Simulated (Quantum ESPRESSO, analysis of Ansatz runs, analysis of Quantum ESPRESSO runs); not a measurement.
# Local vibrational mode of the U centre (hydride ion on a halide site) in LiF (PBE) (Quantum ESPRESSO), part 2 of 2

Aim: the local vibrational mode of the U centre (hydride ion on a halide site) in LiF, to be set beside the measurement. Set-up: PBE, GBRV 1.5 PBE, 64-site cell, PBE lattice, k: the zone centre alone. The model is a cell of 64 host atoms with 1 F taken out and 1 H put in. The frequencies come from force constants among the defect atom and its neighbours, with the masses of the isotopes named. A local or semilocal functional is the cheapest first rung.

Quantum ESPRESSO 7.5; PBE, GBRV 1.5 PBE, 64-site cell, PBE lattice, k: the zone centre alone.

So far: Set-up; Relaxation, charge 0.

## (3) Atom Li12 moved by 0.015 A along x

Force constants come from the forces after small displacements; symmetry gives the rest. One such run is shown.

This step: Quantum ESPRESSO plane-wave DFT, PBE, GBRV 1.5 PBE potentials; single point of a defect supercell.

File pw.in:

```
&CONTROL
  calculation = 'scf'
  prefix = 'pwscf'
  outdir = './tmp'
  pseudo_dir = './pseudo'
  tprnfor = .true.
  disk_io = 'low'
/
&SYSTEM
  ibrav = 0
  nat = 64
  ntyp = 3
  ecutwfc = 45
  ecutrho = 360
  nbnd = 161
  occupations = 'smearing'
  smearing = 'fd'
  degauss = 0.00073499
/
&ELECTRONS
  conv_thr = 1d-10
  electron_maxstep = 100
  mixing_beta = 0.5
/
ATOMIC_SPECIES
Li     6.9400 li_pbe_v1.4.uspp.F.UPF
F     18.9984 f_pbe_v1.4.uspp.F.UPF
H      1.0080 h_pbe_v1.4.uspp.F.UPF
CELL_PARAMETERS angstrom
   8.1305109237    0.0000000000    0.0000000000
   0.0000000000    8.1305109237    0.0000000000
   0.0000000000    0.0000000000    8.1305109237
ATOMIC_POSITIONS crystal
Li     0.0000020930    0.0000000000    0.0000000000
Li     0.0001028988    0.2501028988    0.2501028988
[... 5 atom lines left out ...]
F      0.2500000000    0.2501190857    0.2501190857
[... 3 atom lines left out ...]
Li     0.2518449025    0.2494192516    0.5000000000
[... 1 atom line left out ...]
F      0.0001190857    0.2501190857    0.5000000000
[... 4 atom lines left out ...]
Li     0.2500000000    0.5000000000    0.2494192516
[... 1 atom line left out ...]
F      0.0001190857    0.5000000000    0.2501190857
[... 3 atom lines left out ...]
Li    -0.0005807484    0.5000000000    0.5000000000
[... 1 atom line left out ...]
Li     0.2500000000    0.5000000000    0.7505807484
Li     0.2500000000    0.7505807484    0.5000000000
F      0.0001190857    0.5000000000    0.7498809143
F      0.0001190857    0.7498809143    0.5000000000
H      0.2500000000    0.5000000000    0.5000000000
[... 25 atom lines left out ...]
Li     0.5005807484    0.5000000000    0.5000000000
[... 6 atom lines left out ...]
F      0.7500000000    0.7499645416    0.7499645416
K_POINTS gamma
```

On the command line:

```
> OMP_NUM_THREADS=1 mpirun -n 2 pw.x -in pw.in > pw.out
```

The program printed:

```text
[banner, memory and clock lines left out]
          URL

     gamma-point specific algorithms are used
     Message from routine setup:
     using ibrav=0 with symmetry is DISCOURAGED, use correct ibrav instead

     bravais-lattice index     =            0
     lattice parameter (alat)  =      15.3644  a.u.
     unit-cell volume          =    3627.0214 (a.u.)^3
     number of atoms/cell      =           64
     number of atomic types    =            3
     number of electrons       =       314.00
     number of Kohn-Sham states=          161
     kinetic-energy cutoff     =      45.0000  Ry
     charge density cutoff     =     360.0000  Ry
     scf convergence threshold =      1.0E-10
     mixing beta               =       0.5000
     number of iterations used =            8  plain     mixing
     Exchange-correlation=  SLA  PW   PBX  PBC
                           (   1   4   3   4   0   0   0)

     celldm(1)=  15.364439  celldm(2)=   0.000000  celldm(3)=   0.000000
     celldm(4)=   0.000000  celldm(5)=   0.000000  celldm(6)=   0.000000

     crystal axes: (cart. coord. in units of alat)
               a(1) = (   1.000000   0.000000   0.000000 )
               a(2) = (   0.000000   1.000000   0.000000 )
               a(3) = (   0.000000   0.000000   1.000000 )

     reciprocal axes: (cart. coord. in units 2 pi/alat)
               b(1) = (  1.000000  0.000000  0.000000 )
               b(2) = (  0.000000  1.000000  0.000000 )
               b(3) = (  0.000000  0.000000  1.000000 )

     PseudoPot. # 1 for Li read from file:
     li_pbe_v1.4.uspp.F.UPF
     Pseudo is Ultrasoft, Zval =  3.0
     Generated by new atomic code, or converted to UPF format
     Using radial grid of  751 points,  5 beta functions with:
                l(1) =   0
                l(2) =   0
                l(3) =   0
                l(4) =   1
                l(5) =   1
     Q(r) pseudized with 10 coefficients,  rinner =    1.150   1.150   1.150

     PseudoPot. # 2 for F  read from file:
     f_pbe_v1.4.uspp.F.UPF
     Pseudo is Ultrasoft, Zval =  7.0
     Generated by new atomic code, or converted to UPF format
     Using radial grid of  799 points,  4 beta functions with:
                l(1) =   0
                l(2) =   0
                l(3) =   1
                l(4) =   1
     Q(r) pseudized with  8 coefficients,  rinner =    0.950   0.950   0.950

     PseudoPot. # 3 for H  read from file:
     h_pbe_v1.4.uspp.F.UPF
     Pseudo is Ultrasoft, Zval =  1.0
     Generated by new atomic code, or converted to UPF format
     Using radial grid of  615 points,  2 beta functions with:
                l(1) =   0
                l(2) =   0
     Q(r) pseudized with  8 coefficients,  rinner =    0.700

     atomic species   valence    mass     pseudopotential
     Li                3.00     6.94000     Li( 1.00)
     F                 7.00    18.99840     F ( 1.00)
     H                 1.00     1.00800     H ( 1.00)

      2 Sym. Ops. (no inversion) found

   Cartesian axes

     site n.     atom                  positions (alat units)
         1        Li     tau(   1) = (   0.0000021   0.0000000   0.0000000  )
         2        Li     tau(   2) = (   0.0001029   0.2501029   0.2501029  )
         3        Li     tau(   3) = (   0.2500000   0.0000000   0.2500719  )
         4        Li     tau(   4) = (   0.2500000   0.2500719   0.0000000  )
         5        F      tau(   5) = (   0.0000355   0.0000000   0.2500355  )
         6        F      tau(   6) = (   0.0000355   0.2500355   0.0000000  )
         7        F      tau(   7) = (   0.2500000   0.0000000   0.0000000  )
         8        F      tau(   8) = (   0.2500000   0.2501191   0.2501191  )
         9        Li     tau(   9) = (   0.0000719   0.0000000   0.5000000  )
        10        Li     tau(  10) = (   0.0001029   0.2501029   0.7498971  )
        11        Li     tau(  11) = (   0.2500000   0.0000000   0.7499281  )
        12        Li     tau(  12) = (   0.2518449   0.2494193   0.5000000  )
        13        F      tau(  13) = (   0.0000355   0.0000000   0.7499645  )
        14        F      tau(  14) = (   0.0001191   0.2501191   0.5000000  )
        15        F      tau(  15) = (   0.2500000   0.0000000   0.5000000  )
        16        F      tau(  16) = (   0.2500000   0.2501191   0.7498809  )
        17        Li     tau(  17) = (   0.0000719   0.5000000   0.0000000  )
        18        Li     tau(  18) = (   0.0001029   0.7498971   0.2501029  )
[...]
21        F      tau(  21) = (   0.0001191   0.5000000   0.2501191  )
        22        F      tau(  22) = (   0.0000355   0.7499645   0.0000000  )
[...]
31        H      tau(  31) = (   0.2500000   0.5000000   0.5000000  )
[...]
52        Li     tau(  52) = (   0.7500000   0.7499979   0.0000000  )
[...]
56        F      tau(  56) = (   0.7500000   0.7499645   0.2500355  )
        57        Li     tau(  57) = (   0.5005807   0.5000000   0.5000000  )
        58        Li     tau(  58) = (   0.4998971   0.7498971   0.7498971  )
        59        Li     tau(  59) = (   0.7500000   0.5000000   0.7499281  )
[...]
Diagonalizing with lowered threshold

     Davidson diagonalization with overlap
     ethr =  3.86E-04,  avg # of iterations =  2.0

     total energy              =   -1979.88261093 Ry
     estimated scf accuracy    <       1.27723045 Ry

     iteration #  2     ecut=    45.00 Ry     beta= 0.50
     Davidson diagonalization with overlap
     ethr =  4.07E-04,  avg # of iterations =  2.0

     total energy              =   -1979.98733483 Ry
     estimated scf accuracy    <       0.15699401 Ry

     iteration #  3     ecut=    45.00 Ry     beta= 0.50
     Davidson diagonalization with overlap
     ethr =  5.00E-05,  avg # of iterations =  5.0

     total energy              =   -1979.99131990 Ry
     estimated scf accuracy    <       0.02468153 Ry

     iteration #  4     ecut=    45.00 Ry     beta= 0.50
     Davidson diagonalization with overlap
     ethr =  7.86E-06,  avg # of iterations =  5.0

     total energy              =   -1979.99588907 Ry
     estimated scf accuracy    <       0.00233359 Ry

     iteration #  5     ecut=    45.00 Ry     beta= 0.50
     Davidson diagonalization with overlap
     ethr =  7.43E-07,  avg # of iterations =  7.0

     total energy              =   -1979.99663944 Ry
     estimated scf accuracy    <       0.00018561 Ry

     iteration #  6     ecut=    45.00 Ry     beta= 0.50
     Davidson diagonalization with overlap
     ethr =  5.91E-08,  avg # of iterations =  3.0

     total energy              =   -1979.99662561 Ry
     estimated scf accuracy    <       0.00010198 Ry

     iteration #  7     ecut=    45.00 Ry     beta= 0.50
     Davidson diagonalization with overlap
     ethr =  3.25E-08,  avg # of iterations =  3.0

     total energy              =   -1979.99665898 Ry
     estimated scf accuracy    <       0.00008369 Ry

     iteration #  8     ecut=    45.00 Ry     beta= 0.50
     Davidson diagonalization with overlap
     ethr =  2.67E-08,  avg # of iterations =  2.0

     total energy              =   -1979.99667071 Ry
     estimated scf accuracy    <       0.00000180 Ry

     iteration #  9     ecut=    45.00 Ry     beta= 0.50
     Davidson diagonalization with overlap
     ethr =  5.74E-10,  avg # of iterations =  3.0

     total energy              =   -1979.99667146 Ry
     estimated scf accuracy    <       0.00000004 Ry

     iteration # 10     ecut=    45.00 Ry     beta= 0.50
     Davidson diagonalization with overlap
     ethr =  1.35E-11,  avg # of iterations =  5.0

     total energy              =   -1979.99667152 Ry
     estimated scf accuracy    <       0.00000001 Ry

     iteration # 11     ecut=    45.00 Ry     beta= 0.50
     Davidson diagonalization with overlap
     ethr =  4.60E-12,  avg # of iterations =  4.0

     total energy              =   -1979.99667151 Ry
     estimated scf accuracy    <       0.00000002 Ry

     iteration # 12     ecut=    45.00 Ry     beta= 0.50
     Davidson diagonalization with overlap
     ethr =  4.60E-12,  avg # of iterations =  2.0

     total energy              =   -1979.99667151 Ry
     estimated scf accuracy    <          1.2E-10 Ry

     iteration # 13     ecut=    45.00 Ry     beta= 0.50
     Davidson diagonalization with overlap
     ethr =  1.00E-13,  avg # of iterations =  3.0

     End of self-consistent calculation

          k = 0.0000 0.0000 0.0000 (  9307 PWs)   bands (ev):

   -40.4058 -40.3781 -40.3768 -40.3744 -40.3737 -40.3723 -40.3671 -40.3630
   -40.3624 -40.3623 -40.3601 -40.3592 -40.3591 -40.3581 -40.3580 -40.3558
   -40.3545 -40.3532 -40.3489 -40.3477 -40.3465 -40.3449 -40.3447 -40.3438
   -40.3425 -40.3397 -40.3170 -40.3070 -40.3057 -40.3057 -40.2988 -40.2964
   -19.3456 -19.0746 -19.0724 -19.0700 -19.0677 -19.0644 -19.0392 -18.9497
   -18.9473 -18.9468 -18.9440 -18.9327 -18.9327 -18.9315 -18.9241 -18.9240
   -18.9240 -18.9239 -18.9239 -18.9239 -18.9234 -18.9138 -18.7943 -18.7310
   -18.7292 -18.7272 -18.7249 -18.7215 -18.7100 -18.7006 -18.6989  -2.3153
    -2.3148  -2.3143  -1.8976  -1.8599  -1.8595  -1.8593  -1.4805  -1.4580
    -1.4573  -1.4573  -1.4557  -1.4529  -1.4526  -1.4520  -1.4506  -1.4485
[...]
-0.2306  -0.1327  -0.1316  -0.1304   0.0455   0.0463   0.0464   0.0478
     0.0506   0.0509   0.0511   0.0521   0.0540   0.1595   0.1614   0.1634
     0.2993   0.3003   0.3004   0.3006   0.3034   0.3045   0.3048   0.3053
     0.3067   0.3121   0.3121   0.3121   0.3205   0.3205   0.3207   0.3222
     0.3223   0.5152   0.5161   0.5171   2.6171   9.5138  10.8529  10.8554
    10.8579

     the Fermi energy is     4.5250 ev

!    total energy              =   -1979.99667151 Ry
     estimated scf accuracy    <          5.1E-11 Ry
     smearing contrib. (-TS)   =       0.00000000 Ry
     internal energy E=F+TS    =   -1979.99667151 Ry

     The total energy is F=E-TS. E is the sum of the following terms:
     one-electron contribution =    -891.64200090 Ry
     hartree contribution      =     566.18187481 Ry
     xc contribution           =    -404.81804620 Ry
     ewald contribution        =   -1249.71849923 Ry

     convergence has been achieved in  13 iterations

     Forces acting on atoms (cartesian axes, Ry/au):

     atom    1 type  1   force =     0.00003189    0.00000466    0.00000000
     atom    2 type  1   force =     0.00029925    0.00017131    0.00050723
     atom    3 type  1   force =    -0.00012667    0.00000105   -0.00006313
     atom    4 type  1   force =    -0.00002937   -0.00006432    0.00000000
     atom    5 type  2   force =     0.00006187   -0.00007782    0.00000135
     atom    6 type  2   force =     0.00008267    0.00007970    0.00000000
     atom    7 type  2   force =     0.00004296   -0.00000040    0.00000000
     atom    8 type  2   force =     0.00035790   -0.00007344   -0.00007249
     atom    9 type  1   force =     0.00006060    0.00033459    0.00000000
     atom   10 type  1   force =     0.00029925    0.00017131   -0.00050723
[...]
atom   60 type  1   force =     0.00003389    0.00006425    0.00000000
     atom   61 type  2   force =     0.00007173   -0.00007631    0.00001229
     atom   62 type  2   force =     0.00008374    0.00008349    0.00000000
     atom   63 type  2   force =    -0.00014994   -0.00000052    0.00000000
     atom   64 type  2   force =    -0.00004038   -0.00007801   -0.00007798

     Total force =     0.002703     Total SCF correction =     0.000002
```

Wall time 46 s (2 MPI ranks of Arm Neoverse V1, shared host); peak memory 0.44 GiB.

## (4) Local vibrational modes

Analysis of the runs above: force constants by central differences of Quantum ESPRESSO plane-wave DFT, PBE, GBRV 1.5 PBE potentials forces among the atoms nearest to a defect, the others at rest.

The modes with the largest weight on the probed atoms (the light atom of a pair), for the masses of each isotope. Modes of the displaced atoms (local only where they lie over the host's phonons):

```csv
isotopes,mode (cm⁻¹),share of the defect atoms
H,939.2,0.984
H,939.2,0.984
H,939.2,0.984
D,670.8,0.954
D,670.8,0.954
D,670.8,0.954
```

## (5) Outcome

| Item | Value |
| --- | --- |
| distance from the defect atom to its nearest neighbour | 2.037 Å |
| threefold local mode of H- | 939 cm⁻¹ |
| threefold local mode of D- | 671 cm⁻¹ |

In words: Threefold local mode of H-: computed 939 cm⁻¹, measured 1024 cm⁻¹; 85 cm⁻¹ (8 %) below the measurement. Threefold local mode of D-: computed 671 cm⁻¹, measured 746 cm⁻¹; 75 cm⁻¹ (10 %) below the measurement. The ion's well is wide, so the mode is sensitive to the lattice constant, one possible source of the difference. Only the named neighbours move, so modes near the host's band are approximate. Limits: the zone centre alone is a coarse sampling for this cell; the periodic copies of the defect are only 8.1 Å apart.

[Logs are printed without paths, hosts, clocks, repeated set-up lines and the standing remarks that a program may print on its own settings, such as how far it seeks lower states.]

[Hosts, paths, dates, database ids (printed as entryN), source tags and the programs' standing remarks are cut or masked in the printed files.]

[For some hosts the program warned that the k-mesh of the response run may be too coarse for force constants and the static dielectric constant; such warnings are not shown here.]
